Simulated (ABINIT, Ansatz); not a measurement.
**How the form of the self-energy moves the gap of Cs2KYF6 (Fm-3m)**

Aim: compare treatments of exchange, screening and correlation for the gap of Cs2KYF6 (Fm-3m).

Main program and level: ABINIT 10.8.3; PBEsol and many-body steps on it, plane waves.

Most raw output is cut from this account.

### Step 1. The structure

It takes space group Fm-3m (No. 225, cubic). Conventional cell: a = 9.445 Å, b = 9.445 Å, c = 9.445 Å, α = 90.00°, β = 90.00°, γ = 90.00°. Nearest to K lie 6 F at 2.60 Å. Cs has 12 F at 3.35 Å nearest. Nearest to Y lie 6 F at 2.13 Å. Nearest to F lie 1 Y at 2.13 Å and 1 K at 2.60 Å and 4 Cs at 3.35 Å. Farther neighbours and most contacts between anions are not listed.

The cell and positions come from the Crystallography Open Database and are kept as given unless a step says otherwise. Spin-orbit coupling is left out unless a step names it.

### Step 2. Empty states on the mesh, 2×2×2 mesh, 412 bands

This step: ABINIT 10.8.3; DFT, PBEsol, plane waves, norm-conserving pseudopotentials.

The sums over transitions need many empty states on a uniform mesh; this step solves for them.

run.abi reads:

```
acell 3*1.0 Angstrom
rprim 
  -0.000000000000 4.722500000000 4.722500000000
  4.722500000000 -0.000000000000 4.722500000000
  4.722500000000 4.722500000000 0.000000000000
ntypat 4
znucl 19 55 39 9
natom 10
typat 1 2 2 3 4 4 4 4 4 4
xred 
  0.500000000000 0.500000000000 0.500000000000
  0.250000000000 0.250000000000 0.250000000000
  0.750000000000 0.750000000000 0.750000000000
  0.000000000000 0.000000000000 0.000000000000
  0.775000000000 0.225000000000 0.225000000000
  0.225000000000 0.775000000000 0.225000000000
  0.225000000000 0.775000000000 0.775000000000
  0.775000000000 0.225000000000 0.775000000000
  0.225000000000 0.225000000000 0.775000000000
  0.775000000000 0.775000000000 0.225000000000
pp_dirpath "pseudos"
pseudos "K.upf, Cs.upf, Y.upf, F.upf"
ecut 36
ngkpt 2 2 2
nshiftk 1
shiftk 0 0 0
kptopt 1
chksymbreak 0
iscf -2
irdden 1
istwfk *1
nband 412
nbdbuf 36
tolwfr 1e-09
nstep 60
prtvol 0
indata_prefix "in"
outdata_prefix "out"
tmpdata_prefix "tmp"
```

On the command line:

```console
$ OMP_NUM_THREADS=2 mpirun -n 3 abinit run.abi > log
```

It took 7 min on 3 MPI ranks of Intel Xeon 6975P-C (Granite Rapids), shared host; peak memory 0.72 GiB; 33 min of CPU time.

This step gave:

```yaml
gap: 6.587 eV
k_of_the_valence_top: 0, 0, 0
k_of_the_conduction_bottom: 0, 0, 0
least_direct_gap: 6.587 eV
k_points_computed: 3
lowest_point_of_the_top_converged_band_above_the_valence_top: 74.9856 eV
```

On this mesh the gap is 6.587 eV.

The density comes from a self-consistent run that is not shown.

### Step 3. Screening, 2×2×2 mesh, 177 bands, screening to 141.5 eV

The RPA dielectric matrix is built and inverted for each q.

This step: RPA screening on PBEsol, plane waves, norm-conserving pseudopotentials.

run.abi: that of step 2 with these lines changed.

```diff
@@ -28,10 +28,11 @@
 chksymbreak 0
-iscf -2
-irdden 1
 istwfk *1
-nband 412
-nbdbuf 36
-tolwfr 1e-09
-nstep 60
-prtvol 0
+occopt 1
+irdwfk 1
+optdriver 3
+nband 177
+ecuteps 5.2
+inclvkb 2
+awtr 1
+symchi 1
 indata_prefix "in"
```

On the command line:

```console
$ OMP_NUM_THREADS=1 mpirun -n 8 abinit run.abi > log
```

The job ended after 74 s (8 MPI ranks; peak memory 6 GiB).

Numbers from this step:

- ε∞ with local fields, on this mesh, along the program's q direction: 2.118
- the same without local fields: 2.386
- plasma frequency: 22.88 eV
- plane waves in the screening matrix: 821

Local fields lower ε∞ by 11 %. On a Γ-centred mesh this coarse the value itself is usually too large, while a short band sum pulls it down.

### Step 4. G0W0, Godby-Needs plasmon pole

The self-energy is evaluated for the states that the input lists, and the levels follow from it, in one-shot runs by the linearised quasiparticle equation.

This step: G0W0 on PBEsol, plane waves, norm-conserving pseudopotentials.

run.abi: that of step 3 with these lines changed.

```diff
@@ -31,8 +31,15 @@
 irdwfk 1
-optdriver 3
+optdriver 4
 nband 177
+gwcalctyp 0
+ecutsigx 36
+symsigma 1
+nkptgw 1
+kptgw 
+  0.0000000000 0.0000000000 0.0000000000
+bdgw 
+  38 43
 ecuteps 5.2
-inclvkb 2
-awtr 1
-symchi 1
+irdscr 1
+ppmodel 1
 indata_prefix "in"
```

Run time: 27 s. Hardware: 8 MPI ranks; peak memory 3.7 GiB; 3.6 min of CPU time.

This step gave:

- G0W0 gap on the points computed: 9.688 eV
- starting gap on the mesh: 6.587 eV
- k of the valence top: 0, 0, 0
- k of the conduction bottom: 0, 0, 0
- Z at the valence top: 0.796
- Z at the conduction bottom: 0.894
- least direct G0W0 gap on the computed points: 9.688 eV

The gap on the mesh goes from 6.59 eV to 9.69 eV, a correction of +3.10 eV.

### Step 5. G0W0, von der Linden-Horsch plasmon pole

run.abi: that of step 4 with these lines changed.

```diff
@@ -43,3 +43,3 @@
 irdscr 1
-ppmodel 1
+ppmodel 3
 indata_prefix "in"
```

Wall time 44 s (8 MPI ranks); peak memory 3.4 GiB.

This step gave:

* G0W0 gap on the points computed: 9.848 eV
* starting gap on the mesh: 6.587 eV
* k of the valence top: 0, 0, 0
* k of the conduction bottom: 0, 0, 0
* Z at the valence top: 0.893
* Z at the conduction bottom: 0.938
* least direct G0W0 gap on the computed points: 9.848 eV

Against G0W0 in ABINIT (2×2×2 mesh, 177 bands, screening to 141.5 eV, Godby-Needs plasmon pole), the gap moves by +0.160 eV.

### Step 6. G0W0, Hybertsen-Louie plasmon pole

run.abi: that of step 5 with these lines changed.

```diff
@@ -43,3 +43,3 @@
 irdscr 1
-ppmodel 3
+ppmodel 2
 indata_prefix "in"
```

Elapsed: 30 s, on 8 MPI ranks; peak memory 3.5 GiB; 4 min of CPU time.

This step gave:

| Property | Result |
| --- | --- |
| G0W0 gap on the points computed | 10.51 eV |
| starting gap on the mesh | 6.587 eV |
| k of the valence top | 0, 0, 0 |
| k of the conduction bottom | 0, 0, 0 |
| least direct G0W0 gap on the computed points | 10.51 eV |

Against G0W0 in ABINIT (2×2×2 mesh, 177 bands, screening to 141.5 eV, Godby-Needs plasmon pole), the gap moves by +0.825 eV.

### Step 7. One-shot Hartree-Fock

This step: one-shot Hartree-Fock on PBEsol, plane waves, norm-conserving pseudopotentials.

run.abi: that of step 6 with these lines changed.

```diff
@@ -32,4 +32,4 @@
 optdriver 4
-nband 177
-gwcalctyp 0
+nband 44
+gwcalctyp 5
 ecutsigx 36
@@ -41,5 +41,4 @@
   38 43
-ecuteps 5.2
-irdscr 1
-ppmodel 2
+ixc_sigma 40
+fftgw 31
 indata_prefix "in"
```

It took 7.8 s on 8 MPI ranks; peak memory 2.7 GiB; 60 s of CPU time.

Numbers from this step:

| Item | Value |
| --- | --- |
| quasiparticle gap on the points computed | 18.13 eV |
| starting gap on the mesh | 6.587 eV |
| k of the valence top | 0, 0, 0 |
| k of the conduction bottom | 0, 0, 0 |
| least direct quasiparticle gap on the computed points | 18.13 eV |

Against G0W0 in ABINIT (2×2×2 mesh, 177 bands, screening to 141.5 eV, Godby-Needs plasmon pole), the gap moves by +8.438 eV.

### Step 8. Screening, 2×2×2 mesh, 177 bands, screening to 141.5 eV

This step: RPA screening on PBEsol, plane waves, norm-conserving pseudopotentials.

run.abi: that of step 7 with these lines changed.

```diff
@@ -31,14 +31,14 @@
 irdwfk 1
-optdriver 4
-nband 44
-gwcalctyp 5
-ecutsigx 36
-symsigma 1
-nkptgw 1
-kptgw 
-  0.0000000000 0.0000000000 0.0000000000
-bdgw 
-  38 43
-ixc_sigma 40
-fftgw 31
+optdriver 3
+nband 177
+ecuteps 5.2
+inclvkb 2
+awtr 1
+symchi 1
+gwcalctyp 2
+nfreqre 16
+freqremax 40 eV
+nfreqim 8
+spmeth 1
+nomegasf 120
 indata_prefix "in"
```

Run time: 3.2 min. Hardware: 8 MPI ranks; peak memory 14 GiB; 25 min of CPU time.

Numbers from this step:

```yaml
eps_infinity_with_local_fields_on_this_mesh_along_the_program_s_q_direction: 2.119
the_same_without_local_fields: 2.387
plasma_frequency: 22.88 eV
plane_waves_in_the_screening_matrix: 821
```

### Step 9. G0W0, contour deformation

This step: G0W0 on PBEsol, plane waves, norm-conserving pseudopotentials.

run.abi: that of step 8 with these lines changed.

```diff
@@ -31,14 +31,15 @@
 irdwfk 1
-optdriver 3
+optdriver 4
 nband 177
+gwcalctyp 2
+ecutsigx 36
+symsigma 1
+nkptgw 1
+kptgw 
+  0.0000000000 0.0000000000 0.0000000000
+bdgw 
+  38 43
 ecuteps 5.2
-inclvkb 2
-awtr 1
-symchi 1
-gwcalctyp 2
-nfreqre 16
-freqremax 40 eV
-nfreqim 8
-spmeth 1
-nomegasf 120
+irdscr 1
+gwmem 01
 indata_prefix "in"
```

Elapsed: 23 s, on 8 MPI ranks; peak memory 4.6 GiB.

Numbers from this step:

```yaml
g0w0_gap_on_the_points_computed: 9.66 eV
starting_gap_on_the_mesh: 6.587 eV
k_of_the_valence_top: 0, 0, 0
k_of_the_conduction_bottom: 0, 0, 0
least_direct_g0w0_gap_on_the_computed_points: 9.66 eV
```

Against G0W0 in ABINIT (2×2×2 mesh, 177 bands, screening to 141.5 eV, Godby-Needs plasmon pole), the gap moves by −0.028 eV.

### Step 10. The runs together

Times are wall times on 8 MPI ranks of Intel Xeon 6975P-C (Granite Rapids), shared host, good to a factor of about two. A run's time includes the screening step that it read.

```csv
run,mesh,bands,screening cutoff (eV),DFT gap (eV),gap on the mesh (eV),direct (eV),ε∞ used,time
"G0W0, Godby-Needs plasmon pole",2×2×2,177,141.5,6.587,9.688,9.688,2.12,1.7 min
"G0W0, von der Linden-Horsch plasmon pole",2×2×2,177,141.5,6.587,9.848,9.848,2.12,2 min
"G0W0, Hybertsen-Louie plasmon pole",2×2×2,177,141.5,6.587,10.513,10.513,2.12,1.7 min
one-shot Hartree-Fock,2×2×2,-,-,6.587,18.126,18.126,-,7.8 s
"G0W0, contour deformation",2×2×2,177,141.5,6.587,9.660,9.660,2.12,3.6 min
```

### Step 11. Outcome

```
G0W0, Godby-Needs plasmon pole           : 9.688 eV
G0W0, von der Linden-Horsch plasmon pole : 9.848 eV
G0W0, Hybertsen-Louie plasmon pole       : 10.513 eV
one-shot Hartree-Fock                    : 18.126 eV
G0W0, contour deformation                : 9.660 eV
known limits                             : not at the basis limit; no spin-orbit coupling; coarse k mesh
```

**Reading.** G0W0, von der Linden-Horsch plasmon pole: +0.160 eV against G0W0, Godby-Needs plasmon pole. G0W0, Hybertsen-Louie plasmon pole: +0.825 eV against G0W0, Godby-Needs plasmon pole. One-shot Hartree-Fock: +8.438 eV against G0W0, Godby-Needs plasmon pole. G0W0, contour deformation: −0.028 eV against G0W0, Godby-Needs plasmon pole. Bare exchange alone opens the gap to 18.13 eV; against G0W0, correlation takes back 8.44 eV. Bands and cutoff are finite, so the gap is not at the basis limit. The miss can reach some tenths of an eV and take either sign; the mesh is an error of its own. In the G0W0 runs levels were corrected at 1 k point alone, so a gap called «on the mesh» is the least over those, and an edge elsewhere would be missed. The 2×2×2 mesh is coarse for this cell, which bears on the long-range parts of exchange and screening. The many-body steps are scalar-relativistic: spin-orbit coupling is not in them.

[Paths, hosts, dates, memory and timing lines, banners, echoed tables and standing remarks are left out of the program output.]

[Logs are printed without paths, hosts, clocks, repeated set-up lines and the standing remarks that a program may print on its own settings, such as how far it seeks lower states.]

[Runs of the session that timed out or met a known fault of the program may be left out.]

[Hosts, paths, dates, database ids (printed as entryN), source tags and the programs' standing remarks are cut or masked in the printed files.]

[G0W0 gaps are taken among the corrected bands and points alone; a level outside them can change the order at an edge.]

[Where Ansatz stands beside ABINIT at settings called matched, ABINIT's density can come from a denser mesh and the files from another edition; pairs whose starting gaps differed by over 0.03 eV were left out, so agreement reads better than it is.]
